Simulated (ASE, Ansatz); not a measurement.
# Structural relaxation of random fcc alloy of Ir and Pd (108 atoms), part 2 of 2

Aim: bring random fcc alloy of Ir and Pd (108 atoms) to a nearby minimum of the energy and see what moves.

Ansatz 0.2.0; Kohn-Sham DFT, PBE, PAW (set soft_2), plane waves.

The cell: 94 Pd and 14 Ir. The host structure and its lattice constant were typed by rule, without a check against the phase diagram. The levels lack spin–orbit coupling.

So far. Step 3 (Cell and atoms relaxed): The relaxation changed the energy by -23.0 meV/atom, and atoms moved by 0.049 Å r.m.s., 0.088 Å at most.

## Step 5: Single point at the relaxed geometry

One more single point at the end of the walk gives the fuller output and checks the residual forces.

Contents of input.yaml:

```yaml
crystal:
  lattice:
    - [11.79275, 0.00247, 5.0e-05]
    - [0.00247, 11.79353, 0.00529]
    - [5.0e-05, 0.00529, 11.79212]
  atoms:
    - { symbol: Pd, position: [0.00036, 0.99972, 0.99944] }
    - { symbol: Pd, position: [0.99738, 0.16902, 0.16667] }
    - { symbol: Pd, position: [0.16445, 0.99777, 0.16734] }
    - { symbol: Pd, position: [0.16665, 0.16411, 0.99938] }
    - { symbol: Pd, position: [0.99963, 0.99627, 0.33123] }
    - { symbol: Pd, position: [0.00043, 0.16772, 0.50014] }
    - { symbol: Pd, position: [0.16635, 0.00087, 0.49997] }
    - { symbol: Pd, position: [0.16363, 0.16801, 0.33185] }
    - { symbol: Pd, position: [0.00084, 0.0012, 0.6677] }
    - { symbol: Pd, position: [0.00124, 0.16545, 0.83322] }
    - { symbol: Ir, position: [0.16718, 0.00345, 0.82918] }
    - { symbol: Ir, position: [0.16664, 0.16363, 0.67015] }
    - { symbol: Pd, position: [0.99759, 0.33242, 0.0013] }
    - { symbol: Pd, position: [0.99913, 0.49918, 0.16628] }
    - { symbol: Pd, position: [0.16603, 0.33311, 0.16644] }
    - { symbol: Pd, position: [0.16438, 0.50128, 0.99968] }
    - { symbol: Ir, position: [0.99805, 0.33403, 0.32903] }
    - { symbol: Pd, position: [0.99963, 0.49882, 0.49675] }
    - { symbol: Pd, position: [0.16415, 0.33155, 0.49984] }
    - { symbol: Pd, position: [0.16646, 0.4999, 0.33298] }
    - { symbol: Pd, position: [0.00075, 0.33207, 0.66756] }
    - { symbol: Pd, position: [0.998, 0.50045, 0.83652] }
    - { symbol: Pd, position: [0.16664, 0.3337, 0.83317] }
    - { symbol: Pd, position: [0.16642, 0.50059, 0.66656] }
    - { symbol: Ir, position: [0.99816, 0.67052, 0.00317] }
    - { symbol: Ir, position: [0.99722, 0.82998, 0.16231] }
    - { symbol: Pd, position: [0.16491, 0.66788, 0.16586] }
    - { symbol: Pd, position: [0.16417, 0.83416, 0.99885] }
    - { symbol: Pd, position: [0.9989, 0.66867, 0.33251] }
    - { symbol: Pd, position: [0.00034, 0.83267, 0.50069] }
    - { symbol: Pd, position: [0.16975, 0.6669, 0.49857] }
    - { symbol: Pd, position: [0.16735, 0.8315, 0.33109] }
    - { symbol: Pd, position: [7.0e-05, 0.66551, 0.66496] }
    - { symbol: Pd, position: [7.0e-05, 0.83501, 0.83356] }
    - { symbol: Pd, position: [0.1635, 0.66528, 0.83572] }
    - { symbol: Pd, position: [0.16693, 0.83333, 0.66888] }
    - { symbol: Pd, position: [0.33278, 0.99701, 0.99898] }
    - { symbol: Pd, position: [0.33331, 0.16578, 0.16515] }
    - { symbol: Pd, position: [0.49958, 0.99946, 0.16352] }
    - { symbol: Pd, position: [0.50142, 0.16693, 0.99851] }
    - { symbol: Pd, position: [0.33335, 0.00224, 0.3327] }
    - { symbol: Pd, position: [0.33183, 0.16686, 0.50217] }
    - { symbol: Pd, position: [0.49949, 0.99885, 0.50041] }
    - { symbol: Pd, position: [0.5007, 0.16749, 0.33317] }
    - { symbol: Pd, position: [0.33234, 1.0e-05, 0.66719] }
    - { symbol: Pd, position: [0.33164, 0.1657, 0.83293] }
    - { symbol: Pd, position: [0.50248, 0.99947, 0.83579] }
    - { symbol: Pd, position: [0.50215, 0.1664, 0.66831] }
    - { symbol: Pd, position: [0.3327, 0.33412, 0.00148] }
    - { symbol: Pd, position: [0.33251, 0.50216, 0.16728] }
    - { symbol: Pd, position: [0.50022, 0.33332, 0.16648] }
    - { symbol: Pd, position: [0.5022, 0.50199, 0.00208] }
    - { symbol: Pd, position: [0.33261, 0.33176, 0.33304] }
    - { symbol: Pd, position: [0.33377, 0.50141, 0.49734] }
    - { symbol: Pd, position: [0.50128, 0.33365, 0.49838] }
    - { symbol: Pd, position: [0.50062, 0.50014, 0.33046] }
    - { symbol: Pd, position: [0.33157, 0.3327, 0.66575] }
    - { symbol: Pd, position: [0.33624, 0.50029, 0.83495] }
    - { symbol: Pd, position: [0.50112, 0.33138, 0.83494] }
    - { symbol: Pd, position: [0.49882, 0.50052, 0.66858] }
    - { symbol: Pd, position: [0.33465, 0.66686, 0.9995] }
    - { symbol: Pd, position: [0.33545, 0.83149, 0.16627] }
    - { symbol: Ir, position: [0.49971, 0.66635, 0.16806] }
    - { symbol: Ir, position: [0.49876, 0.82561, 0.00023] }
    - { symbol: Ir, position: [0.33679, 0.66563, 0.32898] }
    - { symbol: Pd, position: [0.33303, 0.83127, 0.49732] }
    - { symbol: Pd, position: [0.49913, 0.66643, 0.49855] }
    - { symbol: Pd, position: [0.49973, 0.83215, 0.33164] }
    - { symbol: Pd, position: [0.33442, 0.66656, 0.67068] }
    - { symbol: Pd, position: [0.3332, 0.83448, 0.83547] }
    - { symbol: Ir, position: [0.49945, 0.67015, 0.83588] }
    - { symbol: Pd, position: [0.49981, 0.83243, 0.66822] }
    - { symbol: Pd, position: [0.66628, 0.998, 0.99961] }
    - { symbol: Pd, position: [0.66831, 0.16693, 0.16831] }
    - { symbol: Pd, position: [0.83451, 0.99614, 0.16426] }
    - { symbol: Pd, position: [0.8311, 0.16831, 0.00027] }
    - { symbol: Pd, position: [0.66624, 0.99883, 0.33281] }
    - { symbol: Pd, position: [0.66653, 0.16835, 0.49698] }
    [... 24 atom lines left out ...]
    - { symbol: Pd, position: [0.83129, 0.66595, 0.4999] }
    - { symbol: Pd, position: [0.83347, 0.83303, 0.33197] }
    - { symbol: Pd, position: [0.66478, 0.66632, 0.66821] }
    - { symbol: Pd, position: [0.66674, 0.83, 0.83763] }
    - { symbol: Pd, position: [0.83585, 0.66753, 0.83674] }
    - { symbol: Pd, position: [0.83287, 0.83314, 0.66686] }
kpoints:
  mp_grid: { grid: [2, 2, 2] }
hamiltonian:
  xc: pbe
scf:
  occupations: { method: fermi_dirac, width: 0.1 }
output:
  forces: true
  stress: true
  populations: true
  dos:
    method: { smearing: { sigma: 0.08 } }
    de: 0.1
    projected: { site_lists: { Ir: [Ir], Pd: [Pd] } }
  eigenvalues: true
  write_density: true
  write_potential: true
  volumetric_format: npy
```

On the command line:

```sh
$ ansatz run input.yaml --threads 32 --pin off --max-ram 143360MiB --backend cuda --events-out ev --progress --plain --runs-dir out
```

Numbers of over 12 decimals in the logs are rounded to 6 here.

The program printed:

```text
[...]
GPU FFT provider: cuFFT
GPU libraries: cuBLAS 13.8.1, cuFFT 12.4.0, cuSOLVER 12.3.2
[...]
Crystal: 108 atoms, lattice volume = 1640.026 Å³
Basis set: ecut = 420 eV, 31965 PW (Γ), exchange–correlation on 160×160×160 points (8 copies of the dense FFT grid, shifted against one another)
Bands: 1158, of which v1, the nominal top of the filled ones, is band 965 counted from 1 (964 counted from 0)
Symmetry: 1 space group operations
[...]
k-points: 8
[...]
GPU buffer pool allocated for 512000 grid points (all kernels)
[...]
SCF iter   1: F=—  HF=-822541.455108 eV  |F-HF|=—  |Δ(HF+E_count)|=         —  Δρ=6.43e-3  dr2=2.68e0  ethr=1.77e-3  ⟨swp⟩=5.0  Hψ=31097  notcnv=0  defer=724
[...]
SCF iter   8: F=-822541.450400 eV  HF=-822541.450400 eV  |F-HF|=6.17e-8  |Δ(HF+E_count)|=   1.31e-7  Δρ=1.59e-6  dr2=8.27e-8  ethr=5.18e-12  ⟨swp⟩=10.1  Hψ=57570  notcnv=0
SCF 1 converged in 8 iterations: F = -822541.450400 eV  dr2 = 8.27e-8
[...]
SCF converged after 8 iterations
Free energy (F): -822541.450400 eV
[...]
Internal energy: -822535.558964 eV  (E = F + TS)
E sigma→0 (E₀):  -822538.504682 eV
Entropy (-TS):   -5.891436 eV (-54.550 meV/atom)
Fermi energy:    19.701069 eV
[...]
--- Forces (eV/Å), atoms counted from 1 ---
[... 108 lines of forces left out ...]
  max |Σ_I F_I| component: 3.14e-5 eV/Å
--- Stress (GPa, compression-positive) ---
       -0.027581      -0.000376      -0.000404
       -0.000376      -0.023705      -0.000217
       -0.000404      -0.000217      -0.023871
  P = ⅓ Tr σ = -0.0251 GPa (-0.251 kbar)
--- Band table (eV; the first three rows and the last of 8) ---
--- Löwdin populations: 108 sites ---
  site symbol       q [e]
[... 108 lines, one an atom, left out ...]
  spilling = 0.028871 (of n_electrons = 1930.000000)
```

It took 6.3 s on 1 × NVIDIA GB200 with 32 threads of Arm Neoverse V2, shared host; peak memory 5.9 GiB.

That memory is the host's; the program planned up to 62.8 GiB on the GPU.

Read from the output:

* free energy: -822541.4504 eV
* free energy per atom: -7616.1245 eV/atom
* SCF cycles: 8
* pressure: -0.02505 GPa
* r.m.s. force component: 0.0015 eV/Å
* longest force: 0.00573 eV/Å
* Fermi energy: 19.7 eV
* levels partly filled by over 2 per cent: 543
* spilling of the projection: 0.02887

Density of states as counts of states in windows of 1 eV (from the Fermi level), total and some projections:

```tsv
from (eV)	to (eV)	total	Pd d	Ir d
-14	-8	0.0	0.0	0.0
-8	-7	4.7	0.2	0.1
-7	-6	11.5	1.7	0.5
-6	-5	71.8	39.6	17.2
-5	-4	191.6	159.2	21.2
-4	-3	184.2	160.7	16.2
-3	-2	228.9	199.0	19.1
-2	-1	187.8	161.7	15.5
-1	0	197.2	163.9	23.1
0	1	76.7	39.2	20.3
1	2	18.5	3.2	1.7
2	3	35.0	4.1	1.8
3	4	27.4	1.7	0.8
4	5	18.1	0.8	0.4
```

The curve was stored every 0.10 eV, coarse against its broadening of 0.08 eV, so these counts are rough.

About 852 of the 1930 electrons lie in deeper levels, below the stored range.

Not all projections were asked for or kept, so they needn't add up to the total.

The levels nearest the highest filled one (over half full), pooled over k-points and spins:

```tsv
level less the highest filled one (eV)	occupation
-0.0088	1.05
-0.004	1.03
-0.0028	1.02
-0.0025	1.02
-0.0021	1.02
0	1.01
0.0049	0.982
0.0059	0.977
0.0059	0.977
0.0067	0.973
0.0076	0.968
0.0107	0.953
```

Within 0.4 eV of the Fermi level the largest share is Pd d (79 % of the projected weight).

The surroundings of Pd68, picked at random, nearest first, numbered as they follow in the input and with coordinates relative to it.

```tsv
atom	x	y	z	distance (Å)	bonds
Pd68	0.00	0.00	0.00	0.00	12
Ir63	0.00	-1.96	-1.93	2.75	12
Ir65	-1.92	-1.96	-0.03	2.75	12
Pd62	-1.94	-0.01	-1.95	2.75	12
Pd66	-1.97	-0.01	1.95	2.77	12
Pd67	-0.01	-1.95	1.97	2.77	12
Pd101	1.96	-1.96	-0.01	2.78	12
Pd77	1.96	1.97	0.01	2.78	12
Pd98	1.95	0.01	-1.99	2.78	12
Pd39	0.00	1.97	-1.98	2.80	12
Pd102	1.97	0.01	1.98	2.80	12
Pd43	0.00	1.97	1.99	2.80	12
Pd41	-1.96	2.01	0.01	2.81	12
```

The column of bonds counts only the pairs Pd-Pd within 3.23 Å, Pd-Ir within 3.23 Å, Ir-Ir within 3.18 Å; other neighbours, such as metal atoms beside each other in a compound, aren't counted, and periodic images can show an atom twice.

## Step 6: Results

| Item | Value |
| --- | --- |
| energy change in the relaxation | -22.98 meV/atom |
| r.m.s. displacement | 0.049 Å |
| largest displacement | 0.088 Å |
| free energy per atom | -7616.1245 eV/atom |
| density | 12.85 g/cm³ |
| pressure | -0.02505 GPa |
| r.m.s. force component | 0.0015 eV/Å |
| wall time of the 3 DFT runs | 29 s |

What this shows: Relaxation lowers the energy by 23.0 meV/atom and moves atoms by 0.049 Å r.m.s.; the r.m.s. force component goes from 0.31 to 0.0015 eV/Å, the pressure goes from 7.4 to -0.025 GPa. Displacements are taken in the final cell, so they leave out its strain. By the final cutoffs no bond was broken or made. The cell grew by 3.7 % in volume. First to last step the energy falls by 2.481 eV, across changes of basis; the largest move, 0.09 Å, is that of Ir12. The Pd-Pd bonds go from 2.746 Å (spread 0.029) to 2.785 Å (spread 0.022). By these cutoffs all Ir atoms have 12 and all Pd atoms have 12 bonded neighbours. 543 levels are partly filled, by over 2 % (on the run's k-points), as in a metal.

[Logs are printed without paths, hosts, clocks, repeated set-up lines and the standing remarks that a program may print on its own settings, such as how far it seeks lower states.]

[Hosts, paths, dates, database ids (printed as entryN), source tags and the programs' standing remarks are cut or masked in the printed files.]
